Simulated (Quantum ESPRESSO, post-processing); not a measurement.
# Rh(111) under a row of overlayers, part 2 of 2

Which overlayers raise and which lower the work function of Rh(111), and does electronegativity predict it?

Quantum ESPRESSO 7.5; plane-wave DFT, PBE, GBRV ultrasoft pseudopotentials.

So far. Step 10 (SCF with pw.x, N overlayer): The covered face stands at 7.47 eV against 5.17 eV when clean. Step 10 (SCF with pw.x, N overlayer): Inside the slab this potential holds the local part of the pseudopotentials, which can be repulsive at the nuclei; only its value in the vacuum has a meaning of its own.

**11. Projections on atomic orbitals, N overlayer**

The input, N.pdos.in:

```
&projwfc
  prefix = 'N.esm'
  outdir = './out'
  filpdos = 'N.pdos'
  Emin = -14.325
  Emax = -2.324
  DeltaE = 0.1
  ngauss = 0
  degauss = 0.01
/
```

On the command line:

```
> OMP_NUM_THREADS=1 mpirun -n 4 projwfc.x -in N.pdos.in > N.pdos.out
```

It took 1.6 s on 4 MPI ranks of Arm Neoverse V1, shared host; peak memory 0.1 GiB.

Projected DOS an atom over height of the atomic layer and energy from the Fermi level. Columns are the atomic layers from the bottom up.

Values in states/eV, 22 rows by 6 columns, each cell a mean:
```
0.39 0.29 0.39 0.83 0.52 0.40
0.99 0.98 0.89 0.87 0.29 0.20
1.85 2.11 2.00 1.38 0.92 0.34
1.86 1.30 1.24 1.56 1.03 0.70
1.83 1.40 1.19 1.84 0.95 0.79
2.07 1.19 1.30 1.59 0.56 0.44
1.74 1.29 1.42 1.49 0.81 0.47
1.77 1.17 1.31 1.58 1.45 0.53
2.31 1.36 1.48 1.56 1.49 0.47
2.01 2.24 2.12 1.90 0.81 0.28
1.47 1.60 1.65 1.62 0.88 0.30
1.21 1.32 1.45 1.53 1.06 0.24
1.07 1.22 1.23 1.31 1.05 0.35
1.31 1.43 1.29 1.38 2.02 0.95
1.45 1.85 1.50 1.29 2.00 0.74
0.77 2.02 1.94 1.47 1.72 0.58
0.38 1.37 1.53 0.77 0.68 0.20
0.12 0.32 0.33 0.21 0.58 0.26
0.04 0.09 0.11 0.14 1.52 0.87
0.03 0.07 0.08 0.10 0.84 0.45
0.02 0.05 0.06 0.04 0.05 0.02
0.00 0.00 0.00 0.00 0.00 0.00
```
Columns: height of the atomic layer (Å) from -5.10 to 5.10 (not evenly spaced); rows upwards: energy from the Fermi level (eV) from -8.00 to 1.40.

The atomic orbitals miss 0.1 % of the occupied states; for empty states the projections can miss much more.

**12. Relaxing the ions, O overlayer**

System of this step: Rh(111), 5 layers, one monolayer of O on fcc sites. The cell holds 6 atoms: 5 Rh and 1 O. Its edges and angles: a = 2.687 Å, b = 2.687 Å, c = 27.776 Å, α = 90.0°, β = 90.0°, γ = 60.0°. It derives from Rh. Vacuum lies along c.

The input, O.relax.in:

```
&control
  prefix = 'O.relax'
  outdir = './out'
  pseudo_dir = './pseudo'
  nstep = 40
  forc_conv_thr = 0.001
  calculation = 'relax'
/
&system
  ibrav = 0
  nat = 6
  ntyp = 2
  ecutwfc = 40
  ecutrho = 200
  occupations = 'smearing'
  smearing = 'mv'
  degauss = 0.02
/
&electrons
  conv_thr = 1e-07
  mixing_beta = 0.4
  electron_maxstep = 120
  mixing_mode = 'local-TF'
/
&ions
/
ATOMIC_SPECIES
  Rh  102.9055  rh_pbe_v1.4.uspp.F.UPF
  O   15.9990  o_pbe_v1.2.uspp.F.UPF
CELL_PARAMETERS angstrom
  2.68700576850888 0.00000000000000 0.00000000000000
  1.34350288425444 2.32701525564402 0.00000000000000
  0.00000000000000 0.00000000000000 27.77572409168231
ATOMIC_POSITIONS crystal
  Rh  0.666666666700 0.666666666700 0.298822092724 0 0 0
  Rh  0.000000000000 0.000000000000 0.377809449298 0 0 0
  Rh  0.333333333300 0.333333333300 0.456796805871 0 0 0
  Rh  0.666666666700 0.666666666700 0.535784162445
  Rh  0.000000000000 0.000000000000 0.614771519019
  O   0.333333333333 0.333333333333 0.664654806061
K_POINTS automatic
  12 12 1 0 0 0
```

On the command line:

```
> OMP_NUM_THREADS=1 mpirun -n 4 pw.x -nk 4 -in O.relax.in > O.relax.out
```

Wall time 9.5 min (4 MPI ranks); peak memory 0.72 GiB.

The steps of the relaxation:

```
step  energy less that of the first step (eV)  largest force (eV/Å)
   1                                   0.0000                2.7678
   2                                  -0.2143                1.5832
   3                                  -0.2888                0.3810
   4                                  -0.2915                0.1242
   5                                  -0.2918                0.0751
   6                                  -0.2921                0.0832
   7                                  -0.2926                0.0988
   8                                  -0.2933                0.1049
   9                                  -0.2941                0.0940
  10                                  -0.2947                0.0505
  11                                  -0.2947                0.0260
  12                                  -0.2948                0.0070
```

The atoms that moved most (Å):

```
atom     dx     dy      dz  length
 Rh5  0.000  0.000   0.152   0.152
  O6  0.000  0.000  -0.050   0.050
 Rh4  0.000  0.000   0.023   0.023
```

The relaxation lowers the energy by 49 meV an atom. On the free atoms the largest force ends at 0.007 eV/Å.

This step gave:

| Property | Result |
| --- | --- |
| free energy | -12083.5277 eV |
| Fermi energy | 5.568 eV |

**13. Ground state, O overlayer**

The input, O.esm.in:

```
&control
  prefix = 'O.esm'
  outdir = './out'
  pseudo_dir = './pseudo'
  calculation = 'scf'
  tprnfor = .true.
/
&system
  ibrav = 0
  nat = 6
  ntyp = 2
  ecutwfc = 40
  ecutrho = 200
  occupations = 'smearing'
  smearing = 'mv'
  degauss = 0.02
  assume_isolated = 'esm'
  esm_bc = 'bc1'
/
&electrons
  conv_thr = 1e-07
  mixing_beta = 0.4
  electron_maxstep = 120
  mixing_mode = 'local-TF'
/
ATOMIC_SPECIES
  Rh  102.9055  rh_pbe_v1.4.uspp.F.UPF
  O   15.9990  o_pbe_v1.2.uspp.F.UPF
CELL_PARAMETERS angstrom
  2.68700576850888 0.00000000000000 0.00000000000000
  1.34350288425444 2.32701525564402 0.00000000000000
  0.00000000000000 0.00000000000000 27.77572409168231
ATOMIC_POSITIONS crystal
  Rh  0.666666666700 0.666666666700 -0.182021161900
  Rh  0.000000000000 0.000000000000 -0.103033805300
  Rh  0.333333333300 0.333333333300 -0.024046448700
  Rh  0.666666666700 0.666666666700 0.055766536400
  Rh  0.000000000000 0.000000000000 0.139390042700
  O   0.333333333300 0.333333333300 0.182021161900
K_POINTS automatic
  12 12 1 0 0 0
```

On the command line:

```
> OMP_NUM_THREADS=1 mpirun -n 4 pw.x -nk 4 -in O.esm.in > O.esm.out
```

It took 3.2 min on 4 MPI ranks; peak memory 0.72 GiB; 13 min of CPU time.

Numbers from this step:

| Quantity | Value |
| --- | --- |
| free energy | -12083.5260 eV |
| Fermi energy | -5.796 eV |
| vacuum line at the lower end of the cell, over the Fermi level | 5.171 eV |
| vacuum line at the upper end of the cell, over the Fermi level | 6.421 eV |

The potential energy, planar mean oscillates, so the rows of the table below give means over windows of 2.2 Å about each position, cut where the curve ends. Its maxima inside the range that stand out by 2 % of the span (Å: eV): -3.9: -0.622, -1.7: -0.825, 0.5: -0.571, 2.7: 0.168, 4.6: -10.2. Its minima: -5.1: -18.9, -2.9: -19.1, -0.7: -19.1, 1.5: -19.0, 3.9: -19.9, 5.0: -11.3.

Electrostatic potential energy of an electron; zero at the Fermi level. Table of potential energy, planar mean by z; means over each step:

z (Å), potential energy, planar mean (eV) and a bar from the least value:
```
   -12.79        5.2 ############################
   -10.59        5.2 ############################
    -8.39        5.1 ############################
    -6.19       -2.2 ##############
    -3.99       -9.8 
    -1.79      -10.0 
     0.41       -9.7 #
     2.61       -8.9 ##
     4.81       -9.5 #
     7.01        6.3 ##############################
     9.21        6.4 ##############################
    11.41        6.4 ##############################
    13.61        6.4 ##############################
```

The covered face stands at 6.42 eV against 5.17 eV when clean.

Inside the slab this potential holds the local part of the pseudopotentials, which can be repulsive at the nuclei; only its value in the vacuum has a meaning of its own.

**14. Projected density of states, O overlayer**

The input, O.pdos.in:

```
&projwfc
  prefix = 'O.esm'
  outdir = './out'
  filpdos = 'O.pdos'
  Emin = -13.796
  Emax = -1.796
  DeltaE = 0.1
  ngauss = 0
  degauss = 0.01
/
```

On the command line:

```
> OMP_NUM_THREADS=1 mpirun -n 4 projwfc.x -in O.pdos.in > O.pdos.out
```

It took 1.6 s on 4 MPI ranks; peak memory 0.1 GiB.

Projected DOS an atom over height of the atomic layer and energy from the Fermi level. Columns are the atomic layers from the bottom up.

Ten even steps from '0' (0.00 states/eV) to '9' (2.46 states/eV), each cell a mean:
```
112463
566521
876420
754650
754640
845630
756631
744652
967651
788852
566541
455651
444530
565740
576510
288411
145278
001166
000022
000010
000044
000034
```
Columns: height of the atomic layer (Å) from -5.06 to 5.06 (not evenly spaced); rows upwards: energy from the Fermi level (eV) from -8.00 to 1.20.

The atomic orbitals miss 0.1 % of the occupied states; for empty states the projections can miss much more.

**15. The series side by side**

Against the clean face, with Pauling's electronegativity for orientation:

```
overlayer  electronegativity  height over the top plane (Å)  change of work function (eV)
        C               2.55                           1.18                         +0.71
        N               3.04                           1.21                         +2.29
        O               3.44                           1.18                         +1.25
```

All levels:

```
level  covered face (eV)  bare face (eV)  CPU time (s)
clean              5.172           5.167         394.7
    C              5.884           5.164         599.9
    N              7.466           5.183         838.2
    O              6.421           5.171         777.8
```

**16. Worked from the printed numbers**

Under N the faces differ by +2.28 eV. By the Helmholtz relation p = −Δφ A/180.95 = -0.0789 e Å a cell, or -0.38 D.

**17. Results**

| Item | Value |
| --- | --- |
| work function of the clean face | 5.17 eV |
| change under C | +0.71 eV |
| change under N | +2.29 eV |
| change under O | +1.25 eV |

In words: On a clean face of 5.17 eV the changes run from +0.71 eV (C) to +2.29 eV (N) (PBE, GBRV ultrasoft). Electronegativity alone doesn't order the changes: height, charge transfer and the push-back of the metal's own spill-out all enter the dipole. Of 4 overlayers planned, 3 are shown; the others were not run or did not converge. The bare face moves by 0.02 eV over the row; it should not move at all, so the changes above are uncertain by about as much. Full 1×1 monolayers on one site are model structures; at this coverage neighbours depolarise each other, and real layers may take other sites or reconstruct. The upper layers were relaxed under PBE at the tabulated lattice constant.

Comparison with the measured values:

```
                             quantity  measured  PBE, GBRV ultrasoft, clean
work function (clean (111) face) (eV)      5.46             5.17 (-0.29 eV)
```

Measured values from arxiv:1902.07811 (2019).

How well it matches: The work function is off by -0.29 eV: fair agreement. The grades are ours: good and fair within 3 and 7 % for the work function. Other measurements of the same face can differ from the value quoted by 0.1 to 0.2 eV.

[Logs are printed without paths, hosts, clocks, repeated set-up lines and the standing remarks that a program may print on its own settings, such as how far it seeks lower states.]

[Hosts, paths, dates, database ids (printed as entryN), source tags and the programs' standing remarks are cut or masked in the printed files.]

[Maps of the electrostatic potential energy from Ansatz leave out the sawtooth potential of an applied field or a dipole correction, so their vacuum need not be flat; planar profiles and work functions include it.]
